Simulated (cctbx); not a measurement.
# CaCrSiH with cctbx, script by script

Library: cctbx 2025.11. The data are simulated by the first script.

## 1. Simulate the data

run.py:

```python
from cctbx import adptbx, crystal, miller, sgtbx, xray
from cctbx.array_family import flex
from iotbx.shelx import hklf
from scitbx import matrix
import scitbx.random

cs = crystal.symmetry(unit_cell=(4.027, 4.027, 4.603, 90, 90, 120), space_group_symbol='Hall: P 3 -2"')  # P3m1
atoms = [  # label, site, U (iso, or U11 U22 U33 U12 U13 U23 in A^2), occupancy
    ("Cr1", (0, 0, 0.4608), (0.0187, 0.0187, 0.0196, 0.0094, 0.0000, -0.0000), 1),
    ("Ca1", (1/3, 2/3, 0.004), (0.0235, 0.0235, 0.0237, 0.0118, 0.0000, 0.0000), 1),
    ("Si1", (2/3, 1/3, 0.558), (0.0165, 0.0165, 0.0169, 0.0083, 0.0000, 0.0000), 1),
    ("H1", (0, 0, 0.0805), 0.0530, 1),
]
xs = xray.structure(crystal_symmetry=cs)
for label, site, u, occ in atoms:
    u = adptbx.u_cif_as_u_star(cs.unit_cell(), u) if isinstance(u, tuple) else u
    xs.add_scatterer(xray.scatterer(label, site=site, u=u, occupancy=occ))
xs.set_inelastic_form_factors(0.56087, "sasaki")
xs.show_summary()
p1 = xs.expand_to_p1()
ms = miller.build_set(p1, anomalous_flag=True, d_min=0.84)
flex.set_random_seed(898300)
scitbx.random.set_random_seed(898300)
ms = ms.select(flex.random_double(ms.size()) < 0.7)
i = ms.structure_factors_from_scatterers(p1, algorithm="direct").f_calc().as_intensity_array().data()
law = matrix.sqr((-1, 1, 0, 0, 1, 0, 0, 0, -1))
mate = flex.miller_index([tuple(matrix.row(h) * law) for h in ms.indices()])
i2 = ms.customized_copy(indices=mate).structure_factors_from_scatterers(p1, algorithm="direct").f_calc().as_intensity_array().data()
i = (1 - 0.05) * i + 0.05 * i2
i = i * 40000 / flex.max(i)
sig = flex.sqrt(i + flex.pow2(0.04 * i) + 15 ** 2)
noise = scitbx.random.variate(scitbx.random.normal_distribution())(i.size())
data = ms.array(data=i + sig * noise, sigmas=sig).set_observation_type_xray_intensity()
with open("data.hkl", "w") as f:
    data.export_as_shelx_hklf(f)
print("reflections written:", data.size(), " <I/sigma> = %.1f" % flex.mean(data.data() / data.sigmas()))
for h, a, b in list(data.sort("data"))[:12]:
    print("%4d%4d%4d %9.1f %7.1f" % (h + (a, b)))
```

```console
$ python run.py
```

```text
Number of scatterers: 4
At special positions: 4
Unit cell: (4.027, 4.027, 4.603, 90, 90, 120)
Space group: P 3 m 1 (No. 156)
reflections written: 331  <I/sigma> = 20.1
  -2   1   0   40657.4  1612.5
  -1   2   0   40132.4  1612.5
   1  -2   0   38844.1  1612.5
   1   1   0   38843.0  1612.5
  -1  -1   0   38348.4  1612.5
   0  -1   1   38002.1  1490.3
   0   1  -1   37610.9  1517.1
   0   0   2   37493.5  1496.2
  -1   0  -1   37012.5  1517.1
   1   0   1   36720.6  1490.3
  -1   1   1   36526.0  1490.3
   0   0  -2   36414.5  1476.9
```

Run time: 0.35 s on 1 thread of Arm Neoverse N1, on a shared host, peak memory 0.07 GiB.

## 2. Symmetry

run.py:

```python
from cctbx import crystal, sgtbx, statistics
from cctbx.array_family import flex
from iotbx.shelx import hklf

p1 = crystal.symmetry(unit_cell=(4.027, 4.027, 4.603, 90, 90, 120), space_group_symbol="P 1")
raw = hklf.reader(file_name="data.hkl").as_miller_arrays(crystal_symmetry=p1, anomalous=True)[0]
print(raw.size(), "reflections to d = %.3f A" % raw.d_min())
isig = raw.data() / raw.sigmas()
print("centring   violations  <I/sigma> of those")
best = "P"
for c in "ABCIRF":
    a = raw.customized_copy(space_group_info=sgtbx.space_group_info("Hall: %s 1" % c)).sys_absent_flags().data()
    m = flex.mean(isig.select(a))
    print("%5s %10d of %5d %8.1f" % (c, (isig.select(a) > 4).count(True), a.count(True), m))
    if (isig.select(a) > 4).count(True) < 0.01 * a.count(True):
        best = c
raw = raw.select(~raw.customized_copy(space_group_info=sgtbx.space_group_info("Hall: %s 1" % best)).sys_absent_flags().data())
isig = raw.data() / raw.sigmas()
rows = []
for s in sgtbx.space_group_symbol_iterator():
    g = sgtbx.space_group(s)
    if g.conventional_centring_type_symbol() != best or not g.is_compatible_unit_cell(p1.unit_cell(), 1e-3, 0.02):
        continue
    rows.append((s, g))
print("Laue class    unique    Rint  (classes that these axes allow; Friedel mates merged)")
rint = {}
for s, g in rows:
    laue = g.build_derived_patterson_group()
    key = laue.type().hall_symbol()
    if key not in rint:
        m = raw.customized_copy(space_group_info=laue.info(), anomalous_flag=False).merge_equivalents()
        rint[key] = m.r_int()
        print("%-14s %6d %7.3f" % (laue.type().lookup_symbol(), m.array().size(), m.r_int()))
floor = min(rint.values())
good = [(s, g) for s, g in rows if rint[g.build_derived_patterson_group().type().hall_symbol()] < 2 * floor + 0.03]
top = max(g.build_derived_patterson_group().order_z() for s, g in good)
print("space group    extra absences  I>4sigma  <I/sigma>")
for s, g in good:
    laue = g.build_derived_patterson_group()
    if laue.order_z() != top:
        continue
    a = raw.customized_copy(space_group_info=g.info()).sys_absent_flags().data()
    a &= ~raw.customized_copy(space_group_info=laue.info()).sys_absent_flags().data()
    bad = (isig.select(a) > 4).count(True)
    if bad <= 0.03 * a.count(True):
        print("%-16s %8d %10d %9s  %s" % (s.universal_hermann_mauguin(), a.count(True), bad, "%.1f" % flex.mean(isig.select(a)) if a.count(True) else "-", "centric" if g.is_centric() else "acentric"))
laue = max(good, key=lambda t: t[1].build_derived_patterson_group().order_z())[1].build_derived_patterson_group()
f = raw.customized_copy(space_group_info=laue.info(), anomalous_flag=False).merge_equivalents().array().eliminate_sys_absent().f_sq_as_f()
f.set_observation_type_xray_amplitude()
bins = max(3, min(8, f.size() // 12))
f.setup_binner(n_bins=bins)
w = statistics.wilson_plot(f, {e: n / laue.order_z() for e, n in {'Cr': 1.0, 'Ca': 1.0, 'Si': 1.0, 'H': 1.0}.items()}, e_statistics=True)
print("Wilson B = %.2f A^2   <|E^2-1|> = %.3f (0.968 centric, 0.736 acentric)   E^2>4: %.1f %%" % (w.wilson_b, w.mean_e_sq_minus_1, w.percent_e_sq_gt_2))
print("shell (A)         n   <I/sigma>")
m = raw.customized_copy(space_group_info=laue.info(), anomalous_flag=False).merge_equivalents().array().eliminate_sys_absent()
for b in m.setup_binner(n_bins=bins).range_used():
    sel = m.binner().selection(b)
    print("%5.2f - %4.2f %6d %8.1f" % (min(m.binner().bin_d_range(b)[0] if m.binner().bin_d_range(b)[0] > 0 else 99, 99), m.binner().bin_d_range(b)[1], sel.count(True), flex.mean((m.data() / m.sigmas()).select(sel))))
```

```console
$ python run.py
```

```text
331 reflections to d = 0.842 A
centring   violations  <I/sigma> of those
    A        171 of   172     19.5
    B        169 of   170     19.7
    C        158 of   158     20.2
    I        172 of   173     19.6
    R        212 of   212     20.8
    F        249 of   250     19.8
Laue class    unique    Rint  (classes that these axes allow; Friedel mates merged)
P -1              211   0.028
P 1 1 2/m         130   0.321
P -3               79   0.035
P -3 1 m           52   0.327
P -3 m 1           58   0.035
P 6/m              47   0.327
P 6/m m m          39   0.328
space group    extra absences  I>4sigma  <I/sigma>
P 3 2 1                 0          0         -  acentric
P 3 m 1                 0          0         -  acentric
P -3 m 1                0          0         -  centric
Wilson B = 1.61 A^2   <|E^2-1|> = 0.680 (0.968 centric, 0.736 acentric)   E^2>4: 0.0 %
shell (A)         n   <I/sigma>
 4.60 - 1.33     18     41.4
 1.33 - 1.06     14     39.8
 1.06 - 0.93     14     37.7
 0.93 - 0.84     12     37.9
```

Time: 0.4 s.

## 3. Refinement

run.py:

```python
import math
from cctbx import adptbx, crystal, maptbx, sgtbx, xray
from cctbx.array_family import flex
from cctbx.xray import observations
from iotbx.shelx import hklf
from scitbx.lstbx import normal_eqns_solving
from smtbx import absolute_structure, utils
from smtbx.refinement import constraints, least_squares

cs = crystal.symmetry(unit_cell=(4.027, 4.027, 4.603, 90, 90, 120), space_group_symbol='Hall: P 3 -2"')  # P3m1
atoms = [  # label, site, U (iso, or U11 U22 U33 U12 U13 U23 in A^2), occupancy
    ("Cr1", (0, 0, 0.4659), 0.0200, 1),
    ("Ca1", (1/3, 2/3, 0.0031), 0.0200, 1),
    ("Si1", (2/3, 1/3, 0.5611), 0.0200, 1),
    ("H1", (0, 0, 0.0795), 0.0200, 1),
]
xs = xray.structure(crystal_symmetry=cs)
for label, site, u, occ in atoms:
    u = adptbx.u_cif_as_u_star(cs.unit_cell(), u) if isinstance(u, tuple) else u
    xs.add_scatterer(xray.scatterer(label, site=site, u=u, occupancy=occ))
xs.set_inelastic_form_factors(0.56087, "sasaki")
xs.convert_to_anisotropic(selection=flex.bool([sc.scattering_type != 'H' for sc in xs.scatterers()]))
raw = hklf.reader(file_name="data.hkl").as_miller_arrays(crystal_symmetry=cs, anomalous=True)[0]
merged = raw.eliminate_sys_absent().merge_equivalents()
fo2 = merged.array().set_observation_type_xray_intensity()
print("Rint %.3f, %d unique reflections to %.2f A" % (merged.r_int(), fo2.size(), fo2.d_min()))
for sc in xs.scatterers():
    sc.flags.set_grad_site(True)
    sc.flags.set_grad_u_aniso(sc.flags.use_u_aniso())
    sc.flags.set_grad_u_iso(sc.flags.use_u_iso())
obs = fo2.as_xray_observations()
extra = {}
rep = constraints.reparametrisation(xs, [], utils.connectivity_table(xs), **extra)
ls = least_squares.crystallographic_ls(obs, rep, weighting_scheme=least_squares.mainstream_shelx_weighting(a=0, b=0))
print("cycle     R1     wR2    GooF  max shift (A)")
for cycle in range(8):
    ls.build_up()
    r1, wr2, goof = ls.r1_factor(cutoff_factor=2)[0], ls.wR2(), ls.goof()
    old = xs.sites_cart()
    normal_eqns_solving.levenberg_marquardt_iterations(ls, n_max_iterations=3, tau=1e-06, step_threshold=1e-7)
    big = flex.max((xs.sites_cart() - old).norms())
    print("%4d %7.4f %7.4f %7.3f %9.5f" % (cycle + 1, r1, wr2, goof, big))
    ls.build_up(objective_only=True)
    if abs(ls.wR2() - wr2) < 5e-5 and big < 5e-4:
        break
ls.build_up()
print("final R1 %.4f wR2 %.4f GooF %.3f  parameters %d  data/parameter %.1f" % (ls.r1_factor(cutoff_factor=2)[0], ls.wR2(), ls.goof(), ls.n_parameters, fo2.size() / ls.n_parameters))
cov = ls.covariance_matrix_and_annotations()
su = dict(zip(cov.annotations, (math.sqrt(max(v, 0)) for v in cov.matrix.matrix_packed_u_diagonal())))
a2 = cs.unit_cell().reciprocal_parameters()[0] ** -2
print("atom        x        y        z      Ueq    occ   su(xyz)  su(Uiso or U11)")
for sc in xs.scatterers():
    s = max(su.get(sc.label + k, 0) for k in (".x", ".y", ".z"))
    npd = "" if sc.is_positive_definite_u(cs.unit_cell()) else "  NPD"
    print("%-5s %8.5f %8.5f %8.5f %8.4f %6.3f %8.5f %7.4f%s" % ((sc.label,) + sc.site + (sc.u_iso_or_equiv(cs.unit_cell()), sc.occupancy, s, su.get(sc.label + ".uiso", su.get(sc.label + ".u11", 0) * a2), npd)))
fo = fo2.f_sq_as_f()
fc = fo.structure_factors_from_scatterers(xs, algorithm="direct").f_calc()
diff = fo.f_obs_minus_f_calc(1 / math.sqrt(ls.scale_factor()), fc).average_bijvoet_mates()
m = diff.fft_map(symmetry_flags=maptbx.use_space_group_symmetry, resolution_factor=0.25).apply_volume_scaling()
print("difference map: max %.2f min %.2f rms %.2f" % (m.statistics().max(), m.statistics().min(), m.statistics().sigma()))
peaks = m.peak_search(parameters=maptbx.peak_search_parameters(min_distance_sym_equiv=0.6, max_clusters=6)).all()
near = xs.closest_distances(peaks.sites(), distance_cutoff=4)
sps = cs.special_position_settings(min_distance_sym_equiv=0.5)
for k, (x, h) in enumerate(zip(peaks.sites(), peaks.heights())):
    ss = sps.site_symmetry(x)
    print("Q%-3d %7.4f %7.4f %7.4f %4d %7.2f  %.2f A from %s" % ((k + 1,) + tuple(t % 1 for t in ss.exact_site()) + (ss.multiplicity(), h, near.smallest_distances[k], xs.scatterers()[near.i_seqs[k]].label)))
```

```console
$ python run.py
```

```text
Rint 0.029, 112 unique reflections to 0.84 A
cycle     R1     wR2    GooF  max shift (A)
   1  0.0407  0.1300   4.494   0.35506
   2  0.0197  0.0496   1.716   0.06828
   3  0.0200  0.0493   1.705   0.00173
   4  0.0201  0.0492   1.701   0.00350
   5  0.0202  0.0491   1.699   0.00156
   6  0.0203  0.0491   1.698   0.00068
   7  0.0203  0.0491   1.698   0.00028
final R1 0.0203 wR2 0.0491 GooF 1.698  parameters 11  data/parameter 10.2
atom        x        y        z      Ueq    occ   su(xyz)  su(Uiso or U11)
Cr1    0.00000  0.00000  0.46596   0.0173  1.000  0.00023  0.0004
Ca1    0.33333  0.66667  0.00142   0.0238  1.000  0.00035  0.0005
Si1    0.66667  0.33333  0.56388   0.0202  1.000  0.00039  0.0007
H1     0.00000  0.00000  0.17315   0.0164  1.000  0.02069  0.0215
difference map: max 0.53 min -0.67 rms 0.09
Q1    0.6667  0.3333  0.3473    1    0.57  1.00 A from Si1
Q2    0.3333  0.6667  0.6024    1    0.48  1.84 A from Ca1
Q3    0.6667  0.3333  0.0940    1    0.45  2.16 A from Si1
Q4    0.0000  0.0000  0.8453    1    0.25  1.51 A from H1
Q5    0.3333  0.6667  0.9884    1    0.18  0.06 A from Ca1
Q6    0.0000  0.0000  0.5070    1    0.14  0.19 A from Cr1
```

Time: 0.69 s.

This run holds a fault made on purpose: twinning ignored.

## 4. Refinement (twin law added)

run.py, as its changes from the last script of this kind:

```diff
@@ -31,2 +31,3 @@
-obs = fo2.as_xray_observations()
-extra = {}
+twin = xray.twin_component(sgtbx.rot_mx((-1, 1, 0, 0, 1, 0, 0, 0, -1)), 0.2, True)
+obs = observations.customized_copy(fo2.as_xray_observations(), (), (twin,))
+extra = dict(twin_fractions=(twin,))
@@ -56,11 +57 @@
-fo = fo2.f_sq_as_f()
-fc = fo.structure_factors_from_scatterers(xs, algorithm="direct").f_calc()
-diff = fo.f_obs_minus_f_calc(1 / math.sqrt(ls.scale_factor()), fc).average_bijvoet_mates()
-m = diff.fft_map(symmetry_flags=maptbx.use_space_group_symmetry, resolution_factor=0.25).apply_volume_scaling()
-print("difference map: max %.2f min %.2f rms %.2f" % (m.statistics().max(), m.statistics().min(), m.statistics().sigma()))
-peaks = m.peak_search(parameters=maptbx.peak_search_parameters(min_distance_sym_equiv=0.6, max_clusters=6)).all()
-near = xs.closest_distances(peaks.sites(), distance_cutoff=4)
-sps = cs.special_position_settings(min_distance_sym_equiv=0.5)
-for k, (x, h) in enumerate(zip(peaks.sites(), peaks.heights())):
-    ss = sps.site_symmetry(x)
-    print("Q%-3d %7.4f %7.4f %7.4f %4d %7.2f  %.2f A from %s" % ((k + 1,) + tuple(t % 1 for t in ss.exact_site()) + (ss.multiplicity(), h, near.smallest_distances[k], xs.scatterers()[near.i_seqs[k]].label)))
+print("twin fraction %.3f" % twin.value)
```

```console
$ python run.py
```

```text
Rint 0.029, 112 unique reflections to 0.84 A
cycle     R1     wR2    GooF  max shift (A)
   1  0.1125  0.3158  10.971   0.01687
   2  0.0113  0.0269   0.935   0.04691
   3  0.0112  0.0266   0.924   0.02097
   4  0.0111  0.0265   0.922   0.01005
   5  0.0112  0.0265   0.922   0.00502
   6  0.0112  0.0265   0.922   0.00257
   7  0.0112  0.0265   0.922   0.00135
   8  0.0112  0.0265   0.922   0.00071
final R1 0.0112 wR2 0.0265 GooF 0.922  parameters 12  data/parameter 9.3
atom        x        y        z      Ueq    occ   su(xyz)  su(Uiso or U11)
Cr1    0.00000  0.00000  0.46365   0.0189  1.000  0.00026  0.0002
Ca1    0.33333  0.66667  0.00626   0.0235  1.000  0.00053  0.0003
Si1    0.66667  0.33333  0.56118   0.0162  1.000  0.00034  0.0004
H1     0.00000  0.00000  0.09673   0.0400  1.000  0.01803  0.0181
twin fraction 0.048
```

It took 0.75 s on 1 thread of Arm Neoverse N1 (shared host), peak memory 0.09 GiB.

[Logs are printed without paths, hosts, clocks, repeated set-up lines and the standing remarks that a program may print on its own settings, such as how far it seeks lower states.]
